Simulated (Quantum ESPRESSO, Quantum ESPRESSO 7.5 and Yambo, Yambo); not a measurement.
# BaTiO3 (P4mm): G0W0 with Yambo, start to end

How does a plane-wave GW calculation on BaTiO3 (P4mm) run from the first input to the gap?

Program: Quantum ESPRESSO 7.5 and Yambo 5.3.0. Level of theory: PBE and many-body steps on it, plane waves. Results are calculated unless marked as measured.

Most raw output is cut from this account.

## Step 1: The structure

Symmetry: P4mm, No. 99, tetragonal system. The conventional cell has a = 3.990 Å, b = 3.990 Å, c = 4.023 Å, α = 90.00°, β = 90.00°, γ = 90.00°. Nearest to Ba lie 12 O at 2.80 to 2.87 Å. Nearest to Ti lie 6 O at 1.84 to 2.18 Å. O has 2 Ti at 1.84 to 2.18 Å and 4 Ba at 2.82 Å nearest. O has 2 Ti at 2.00 Å and 4 Ba at 2.80 to 2.87 Å nearest. Farther neighbours and most contacts between anions are not listed.

The cell and positions come from the Crystallography Open Database and are kept as given unless a step says otherwise.

## Step 2: Ground state

This step: Quantum ESPRESSO 7.5; DFT, PBE with spin-orbit coupling, plane waves, norm-conserving pseudopotentials.

The ground-state density comes first.

Contents of pw.in:

```
&control
  calculation = 'scf'
  prefix = 'x'
  outdir = 'o'
  pseudo_dir = 'pseudo'
  tprnfor = .true.
  tstress = .true.
/
&system
  ibrav = 0
  nat = 5
  ntyp = 3
  ecutwfc = 76.0
  nbnd = 52
  force_symmorphic = .true.
  noncolin = .true.
  lspinorb = .true.
/
&electrons
  conv_thr = 1e-10
  electron_maxstep = 80
  mixing_beta = 0.5
/
ATOMIC_SPECIES
  Ba 137.33 Ba.upf
  Ti 47.867 Ti.upf
  O 15.999 O.upf
CELL_PARAMETERS angstrom
  3.9904800000 0.0000000000 0.0000000000
  0.0000000000 3.9904800000 0.0000000000
  0.0000000000 0.0000000000 4.0230300000
ATOMIC_POSITIONS crystal
  Ba 0.0000000000 0.0000000000 0.0000000000
  Ti 0.5000000000 0.5000000000 0.5220000000
  O 0.5000000000 0.5000000000 0.9790000000
  O 0.5000000000 0.0000000000 0.4880000000
  O 0.0000000000 0.5000000000 0.4880000000
K_POINTS automatic
  6 6 6 0 0 0
```

Run with:

```console
$ OMP_NUM_THREADS=1 mpirun -n 8 pw.x -nk 8 -in pw.in > pw.out
```

The job ended after 2.9 min (8 MPI ranks of Arm Neoverse N1, shared host; peak memory 1.3 GiB; 21 min of CPU time).

This step gave:

| Property | Result |
| --- | --- |
| total energy | -3738.6279 eV |
| gap | 1.851 eV |
| k of the valence top | -0.5, -0.5, -0.5 |
| k of the conduction bottom | 0, 0, 0 |
| least direct gap | 2.177 eV |
| pressure | 3.967 GPa |

The gap is indirect, with the least direct gap 0.33 eV higher.

## Step 3: Bands along the symmetry lines

Levels along a band path, at the cheap level, show where the edges lie and whether the meshes to come will hold them.

Contents of pw.in:

```
&control
  calculation = 'bands'
  prefix = 'x'
  outdir = 'o'
  pseudo_dir = 'pseudo'
/
&system
  ibrav = 0
  nat = 5
  ntyp = 3
  ecutwfc = 76.0
  nbnd = 52
  force_symmorphic = .true.
  noncolin = .true.
  lspinorb = .true.
/
&electrons
  conv_thr = 1e-9
  electron_maxstep = 80
  diago_full_acc = .true.
  diago_thr_init = 5e-6
/
ATOMIC_SPECIES
  Ba 137.33 Ba.upf
  Ti 47.867 Ti.upf
  O 15.999 O.upf
CELL_PARAMETERS angstrom
  3.9904800000 0.0000000000 0.0000000000
  0.0000000000 3.9904800000 0.0000000000
  0.0000000000 0.0000000000 4.0230300000
ATOMIC_POSITIONS crystal
  Ba 0.0000000000 0.0000000000 0.0000000000
  Ti 0.5000000000 0.5000000000 0.5220000000
  O 0.5000000000 0.5000000000 0.9790000000
  O 0.5000000000 0.0000000000 0.4880000000
  O 0.0000000000 0.5000000000 0.4880000000
K_POINTS crystal
  75
  0.00000000 0.00000000 0.00000000 1
  0.00000000 0.06250000 0.00000000 1
  0.00000000 0.12500000 0.00000000 1
  0.00000000 0.18750000 0.00000000 1
  0.00000000 0.25000000 0.00000000 1
  0.00000000 0.31250000 0.00000000 1
  0.00000000 0.37500000 0.00000000 1
  0.00000000 0.43750000 0.00000000 1
  0.00000000 0.50000000 0.00000000 1
  0.06250000 0.50000000 0.00000000 1
  0.12500000 0.50000000 0.00000000 1
  0.18750000 0.50000000 0.00000000 1
  0.25000000 0.50000000 0.00000000 1
  0.31250000 0.50000000 0.00000000 1
  0.37500000 0.50000000 0.00000000 1
  0.43750000 0.50000000 0.00000000 1
  0.50000000 0.50000000 0.00000000 1
  0.43750000 0.43750000 0.00000000 1
  0.37500000 0.37500000 0.00000000 1
  0.31250000 0.31250000 0.00000000 1
  0.25000000 0.25000000 0.00000000 1
  0.18750000 0.18750000 0.00000000 1
  0.12500000 0.12500000 0.00000000 1
  0.06250000 0.06250000 0.00000000 1
  0.00000000 0.00000000 0.00000000 1
  0.00000000 0.00000000 0.06250000 1
  0.00000000 0.00000000 0.12500000 1
  0.00000000 0.00000000 0.18750000 1
  0.00000000 0.00000000 0.25000000 1
  0.00000000 0.00000000 0.31250000 1
  0.00000000 0.00000000 0.37500000 1
  0.00000000 0.00000000 0.43750000 1
  0.00000000 0.00000000 0.50000000 1
  0.00000000 0.06250000 0.50000000 1
  0.00000000 0.12500000 0.50000000 1
  0.00000000 0.18750000 0.50000000 1
  0.00000000 0.25000000 0.50000000 1
  0.00000000 0.31250000 0.50000000 1
  0.00000000 0.37500000 0.50000000 1
  0.00000000 0.43750000 0.50000000 1
  0.00000000 0.50000000 0.50000000 1
  0.06250000 0.50000000 0.50000000 1
  0.12500000 0.50000000 0.50000000 1
  0.18750000 0.50000000 0.50000000 1
  0.25000000 0.50000000 0.50000000 1
  0.31250000 0.50000000 0.50000000 1
  0.37500000 0.50000000 0.50000000 1
  0.43750000 0.50000000 0.50000000 1
  0.50000000 0.50000000 0.50000000 1
  0.43750000 0.43750000 0.50000000 1
  0.37500000 0.37500000 0.50000000 1
  0.31250000 0.31250000 0.50000000 1
  0.25000000 0.25000000 0.50000000 1
  0.18750000 0.18750000 0.50000000 1
  0.12500000 0.12500000 0.50000000 1
  0.06250000 0.06250000 0.50000000 1
  0.00000000 0.00000000 0.50000000 1
  0.00000000 0.50000000 0.00000000 1
  0.00000000 0.50000000 0.06250000 1
  0.00000000 0.50000000 0.12500000 1
  0.00000000 0.50000000 0.18750000 1
  0.00000000 0.50000000 0.25000000 1
  0.00000000 0.50000000 0.31250000 1
  0.00000000 0.50000000 0.37500000 1
  0.00000000 0.50000000 0.43750000 1
  0.00000000 0.50000000 0.50000000 1
  0.50000000 0.50000000 0.00000000 1
  0.50000000 0.50000000 0.06250000 1
  0.50000000 0.50000000 0.12500000 1
  0.50000000 0.50000000 0.18750000 1
  0.50000000 0.50000000 0.25000000 1
  0.50000000 0.50000000 0.31250000 1
  0.50000000 0.50000000 0.37500000 1
  0.50000000 0.50000000 0.43750000 1
  0.50000000 0.50000000 0.50000000 1
```

Elapsed: 76 s, on 8 MPI ranks; peak memory 0.89 GiB.

Numbers from this step:

* gap: 1.851 eV
* k of the valence top: 0.5, 0.5, 0.5
* k of the conduction bottom: 0, 0, 0
* least direct gap: 2.177 eV

The gap is 1.851 eV, as in the run before at this level.

The electronic bands at the labelled points (eV, zero at the top of the highest filled band):

| point | band 37 | band 38 | band 39 | band 40 | band 41 | band 42 | band 43 | band 44 |
| --- | --- | --- | --- | --- | --- | --- | --- | --- |
| Γ | -0.36 | -0.36 | -0.33 | -0.33 | 1.85 | 1.85 | 2.21 | 2.21 |
| halfway | -0.82 | -0.81 | -0.67 | -0.65 | 2.27 | 2.27 | 2.80 | 2.81 |
| X | -1.13 | -1.13 | -0.97 | -0.97 | 2.34 | 2.34 | 3.57 | 3.57 |
| halfway | -1.13 | -1.10 | -0.50 | -0.50 | 2.89 | 2.91 | 3.64 | 3.65 |
| M | -1.01 | -1.01 | -0.07 | -0.07 | 3.65 | 3.65 | 3.67 | 3.67 |
| halfway | -0.94 | -0.93 | -0.51 | -0.50 | 2.75 | 2.77 | 2.98 | 2.98 |
| Γ | -0.36 | -0.36 | -0.33 | -0.33 | 1.85 | 1.85 | 2.21 | 2.21 |
| halfway | -0.57 | -0.57 | -0.52 | -0.52 | 1.93 | 1.93 | 2.98 | 2.98 |
| Z | -0.73 | -0.73 | -0.69 | -0.69 | 2.00 | 2.00 | 3.67 | 3.67 |
| halfway | -1.11 | -1.09 | -0.67 | -0.66 | 2.87 | 2.87 | 3.68 | 3.68 |
| R | -0.83 | -0.83 | -0.25 | -0.25 | 3.60 | 3.60 | 3.70 | 3.70 |
| halfway | -0.52 | -0.52 | -0.21 | -0.21 | 3.89 | 3.90 | 3.91 | 3.92 |
| A | -0.17 | -0.17 | 0.00 | 0.00 | 4.25 | 4.25 | 4.26 | 4.26 |
| halfway | -0.72 | -0.72 | -0.66 | -0.65 | 3.36 | 3.36 | 3.80 | 3.80 |
| Z | -0.73 | -0.73 | -0.69 | -0.69 | 2.00 | 2.00 | 3.67 | 3.67 |
| jump to X | -1.13 | -1.13 | -0.97 | -0.97 | 2.34 | 2.34 | 3.57 | 3.57 |
| halfway | -1.21 | -1.21 | -0.64 | -0.64 | 3.05 | 3.05 | 3.59 | 3.59 |
| R | -0.83 | -0.83 | -0.25 | -0.25 | 3.60 | 3.60 | 3.70 | 3.70 |
| jump to M | -1.01 | -1.01 | -0.07 | -0.07 | 3.65 | 3.65 | 3.67 | 3.67 |
| halfway | -0.70 | -0.70 | -0.04 | -0.04 | 3.94 | 3.94 | 3.94 | 3.94 |
| A | -0.17 | -0.17 | 0.00 | 0.00 | 4.25 | 4.25 | 4.26 | 4.26 |

## Step 4: Empty states on the mesh, 4×4×4 mesh, 228 bands

The sums over transitions need many empty states on a uniform mesh; this step solves for them.

Contents of pw.in:

```
&control
  calculation = 'nscf'
  prefix = 'x'
  outdir = 'o'
  pseudo_dir = 'pseudo'
/
&system
  ibrav = 0
  nat = 5
  ntyp = 3
  ecutwfc = 76.0
  nbnd = 228
  force_symmorphic = .true.
  noncolin = .true.
  lspinorb = .true.
/
&electrons
  conv_thr = 1e-9
  electron_maxstep = 80
  diago_full_acc = .true.
  diago_thr_init = 5e-6
/
ATOMIC_SPECIES
  Ba 137.33 Ba.upf
  Ti 47.867 Ti.upf
  O 15.999 O.upf
CELL_PARAMETERS angstrom
  3.9904800000 0.0000000000 0.0000000000
  0.0000000000 3.9904800000 0.0000000000
  0.0000000000 0.0000000000 4.0230300000
ATOMIC_POSITIONS crystal
  Ba 0.0000000000 0.0000000000 0.0000000000
  Ti 0.5000000000 0.5000000000 0.5220000000
  O 0.5000000000 0.5000000000 0.9790000000
  O 0.5000000000 0.0000000000 0.4880000000
  O 0.0000000000 0.5000000000 0.4880000000
K_POINTS automatic
  4 4 4 0 0 0
```

Run with:

```console
$ OMP_NUM_THREADS=1 mpirun -n 8 pw.x -nk 4 -in pw.in > pw.out
```

The job ended after 2.3 min (8 MPI ranks; peak memory 1.2 GiB; 17 min of CPU time).

Numbers from this step:

```
gap                                                           : 1.851 eV
k of the valence top                                          : -0.5, -0.5, -0.5
k of the conduction bottom                                    : 0, 0, 0
least direct gap                                              : 2.177 eV
k points computed                                             : 18
lowest point of the top converged band, above the valence top : 63.3697 eV
```

On this mesh the gap is 1.851 eV.

## Step 5: Conversion and set-up

This step: Yambo 5.3.0; conversion and set-up on PBE with spin-orbit coupling, plane waves, norm-conserving pseudopotentials.

The states are converted to the many-body program's format and the q mesh is built.

Run with:

```console
$ (cd o/x.save; p2y > p2y.log; mv SAVE ../..); yambo > setup.log
```

Run time: 6.9 s. Hardware: 1 MPI rank; peak memory 0.24 GiB.

## Step 6: Screening and self-energy, 4×4×4 mesh, 228 bands, screening to 136.1 eV

Now the one-shot GW correction: screening in the RPA, then the self-energy of the levels asked for.

This step: G0W0 on PBE with spin-orbit coupling, plane waves, norm-conserving pseudopotentials.

Contents of gw1.in:

```
HF_and_locXC
gw0
dyson
ppa
em1d
rim_cut
RandQpts= 1000000
RandGvec= 1 RL
EXXRLvcs= 76 Ry
VXCRLvcs= 304 Ry
Chimod= "HARTREE"
% BndsRnXp
 1 | 228 |
%
NGsBlkXp= 10 Ry
% LongDrXp
 1 | 1 | 1 |
%
% GbndRnge
 1 | 228 |
%
DysSolver= "n"
ExtendOut
PPAPntXp= 27.21138 eV
% QPkrange
 18 | 18 | 37 | 44 |
 1 | 1 | 37 | 44 |
%
```

Run with:

```console
$ OMP_NUM_THREADS=2 mpirun -n 4 yambo -F gw1.in -J gw1 -C gw1 > gw1.log
```

Elapsed: 44 min, on 4 MPI ranks; peak memory 5.5 GiB.

This step gave:

| Quantity | Value |
| --- | --- |
| G0W0 gap on the points computed | 3.336 eV |
| starting gap on the mesh | 1.851 eV |
| k of the valence top | -0.5, -0.5, -0.5 |
| k of the conduction bottom | 0, 0, 0 |
| least direct G0W0 gap on the computed points | 3.675 eV |
| Z at the valence top | 0.7639 |
| Z at the conduction bottom | 0.7783 |

The gap on the mesh goes from 1.85 eV to 3.34 eV, a correction of +1.49 eV.

Limits: finite bands, cutoff and mesh; coarse k mesh. v1 is the top filled band, c1 the lowest empty one. Levels before and after the correction, in eV, zero at the valence-band top of each column:

|  | conduction bottom | valence top |
| --- | --- | --- |
| Kohn-Sham | 1.85 | 0.00 |
| G0W0 | 3.34 | 0.00 |

|  | level | energy (eV) |
| --- | --- | --- |
| Kohn-Sham | Γ v3 | -0.362 |
| Kohn-Sham | Γ v2-v1 | -0.326 |
| Kohn-Sham | Γ c1-c2 | 1.851 |
| Kohn-Sham | Γ c3 | 2.207 |
| Kohn-Sham | (-0.5 -0.5 -0.5) v3 | -0.171 |
| Kohn-Sham | (-0.5 -0.5 -0.5) v2-v1 | 0.000 |
| Kohn-Sham | (-0.5 -0.5 -0.5) c1-c2 | 4.246 |
| Kohn-Sham | (-0.5 -0.5 -0.5) c3 | 4.256 |
| G0W0 | Γ v3 | -0.378 |
| G0W0 | Γ v2-v1 | -0.339 |
| G0W0 | Γ c1-c2 | 3.336 |
| G0W0 | Γ c3 | 3.720 |
| G0W0 | (-0.5 -0.5 -0.5) v3 | -0.204 |
| G0W0 | (-0.5 -0.5 -0.5) v2-v1 | 0.000 |
| G0W0 | (-0.5 -0.5 -0.5) c1-c2 | 6.034 |
| G0W0 | (-0.5 -0.5 -0.5) c3 | 6.140 |

## Step 7: Where the time went

Times are wall times on the hardware named with each run. The host was busy with other work, so they are no guide to cost.

| step | time | share | memory (GiB) |
| --- | --- | --- | --- |
| ground state | 2.9 min | 6 % | 1.3 |
| bands along the symmetry lines | 76 s | 3 % | 0.89 |
| empty states on the mesh | 2.3 min | 5 % | 1.2 |
| conversion and set-up | 6.9 s | 0 % | 0.24 |
| screening and self-energy | 44 min | 87 % | 5.5 |

## Step 8: Results

| Item | Value |
| --- | --- |
| PBE gap | 1.85 eV, indirect |
| G0W0 gap on the mesh | 3.34 eV |
| GW settings | 4×4×4 mesh, 228 bands, screening to 136.1 eV, Godby-Needs plasmon pole |
| known limits | not at the basis limit; coarse k mesh |

In words: G0W0 moves the gap on the mesh from 1.85 eV to 3.34 eV (+1.49 eV), with Z of 0.76 and 0.78 at the edges. Only 2 of the mesh's irreducible points were corrected, so a valley elsewhere could overtake. The dearest step here is «screening and self-energy». Bands and cutoff are finite, so the gap is not at the basis limit. The miss can reach some tenths of an eV and take either sign; the mesh is an error of its own. In the G0W0 run levels were corrected at 2 k points alone, so a gap called «on the mesh» is the least over those, and an edge elsewhere would be missed. The 4×4×4 mesh is coarse for this cell, which bears on the long-range parts of exchange and screening.

[Paths, hosts, dates, memory and timing lines, banners, echoed tables and standing remarks are left out of the program output.]

[Logs are printed without paths, hosts, clocks, repeated set-up lines and the standing remarks that a program may print on its own settings, such as how far it seeks lower states.]

[Runs of the session that timed out or met a known fault of the program may be left out.]

[Hosts, paths, dates, database ids (printed as entryN), source tags and the programs' standing remarks are cut or masked in the printed files.]
